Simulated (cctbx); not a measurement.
# Accept or mend?

Cell a = 4.2090 Å, b = 4.2090 Å, c = 7.1050 Å, α = 90.00°, β = 90.00°, γ = 120.00°; space group P3m1 (no. 156). The compound is Tb2Mn3Ag.

The data are simulated with cctbx, not measured: Ag Kα, λ = 0.56087 Å, to d = 0.84 Å, 80 % of the full sphere, strongest reflection 40000 counts, noise from counting, a 1.5 % proportional error and a noise floor of 4 counts (s.d.); no absorption, and some extinction, which the refinements don't model.

An anisotropic refinement with weights 1/σ² prints:

```text
Rint 0.013, 186 unique reflections to 0.85 A
cycle     R1     wR2    GooF  max shift (A)
   1  0.2761  0.5674  39.866   0.13988
   4  0.0775  0.2029  14.256   0.00019
final R1 0.0775 wR2 0.2029 GooF 14.256  parameters 18  data/parameter 10.3
atom        x        y        z      Ueq    occ   su(xyz)  su(Uiso or U11)
Tb1    0.33333  0.66667  0.26021   0.0148  1.000  0.00073  0.0025
Ag1    0.33333  0.66667  0.72274  -0.0233  1.000  0.00092  0.0015  NPD
Tb2    0.00000  0.00000  0.52263   0.0324  1.000  0.00088  0.0043
Mn1    0.00000  0.00000  0.96973  -0.0112  1.000  0.00209  0.0052  NPD
Mn2    0.66667  0.33333  0.05376   0.0148  1.000  0.00297  0.0089  NPD
Mn3    0.66667  0.33333  0.48292   0.0226  1.000  0.00408  0.0076
difference map: max 9.50 min -4.48 rms 1.19
Q1    0.3333  0.6667  0.7156    1    9.87  0.05 A from Ag1
Q2    0.0000  0.0000  0.1840    1    6.63  1.52 A from Mn1
Q3    0.3333  0.6667  0.2651    1    5.82  0.03 A from Tb1
Q4    0.3333  0.6667  0.0495    1    4.77  1.50 A from Tb1
Q5    0.0000  0.0000  0.9305    1    3.99  0.28 A from Mn1
Q6    0.0000  0.0000  0.5460    1    3.62  0.17 A from Tb2
```

**Question.** Can this result stand? If not, what is the likely fault?

Mend it. The fault: elements exchanged: Tb2 is Ag and Ag1 is Tb. Against the right model at the same level, R1 goes from 0.0061 to 0.0775 and GooF from 0.98 to 14.26, U of Ag1 shrinks from 0.0061 to -0.0233 Å², U of Tb2 swells from 0.0059 to 0.0324 Å², U of Tb1 swells from 0.0042 to 0.0148 Å², the top difference peak, 9.9 e/Å³, lies on Ag1 and Ag1, Mn1 and Mn2 go non-positive-definite. Tb2 has 18 electrons too many and its U swells to shed them, as expected; Ag1 has 18 electrons too few and its U shrinks to make up, as expected.

The compound is Tb2Mn3Ag. The right model at the same level gives:

```text
Rint 0.013, 186 unique reflections to 0.85 A
cycle     R1     wR2    GooF  max shift (A)
   1  0.0064  0.0146   1.023   0.00303
   2  0.0061  0.0140   0.982   0.00011
final R1 0.0061 wR2 0.0140 GooF 0.982  parameters 18  data/parameter 10.3
atom        x        y        z      Ueq    occ   su(xyz)  su(Uiso or U11)
Tb1    0.33333  0.66667  0.26076   0.0042  1.000  0.00005  0.0001
Tb2    0.33333  0.66667  0.72463   0.0061  1.000  0.00008  0.0001
Ag1    0.00000  0.00000  0.52679   0.0059  1.000  0.00013  0.0002
Mn1    0.00000  0.00000  0.94933   0.0090  1.000  0.00029  0.0006
Mn2    0.66667  0.33333  0.04043   0.0101  1.000  0.00022  0.0005
Mn3    0.66667  0.33333  0.47740   0.0082  1.000  0.00029  0.0005
Flack x: 0.035(14)
Hooft y: 0.021(21)  Bijvoet pairs: 90
difference map: max 0.25 min -0.40 rms 0.08
Q1    0.1278  0.2555  0.0969    3    0.27  1.40 A from Mn1
Q2    0.5356  0.0712  0.8929    3    0.23  1.42 A from Mn2
Q3    0.1119  0.2238  0.5747    3    0.23  0.88 A from Ag1
Q4    0.0478  0.3913  0.9949    6    0.19  1.53 A from Mn2
Q5    0.9887  0.3148  0.7324    6    0.17  1.47 A from Tb2
Q6    0.9778  0.3186  0.2667    6    0.17  1.48 A from Tb1
```

The model was made for the exercise: a known structure type with other elements put in, its volume estimated, not relaxed; displacement parameters are assumed.

[Middle refinement cycles are left out of these outputs.]

[Logs are printed without paths, hosts, clocks, repeated set-up lines and the standing remarks that a program may print on its own settings, such as how far it seeks lower states.]
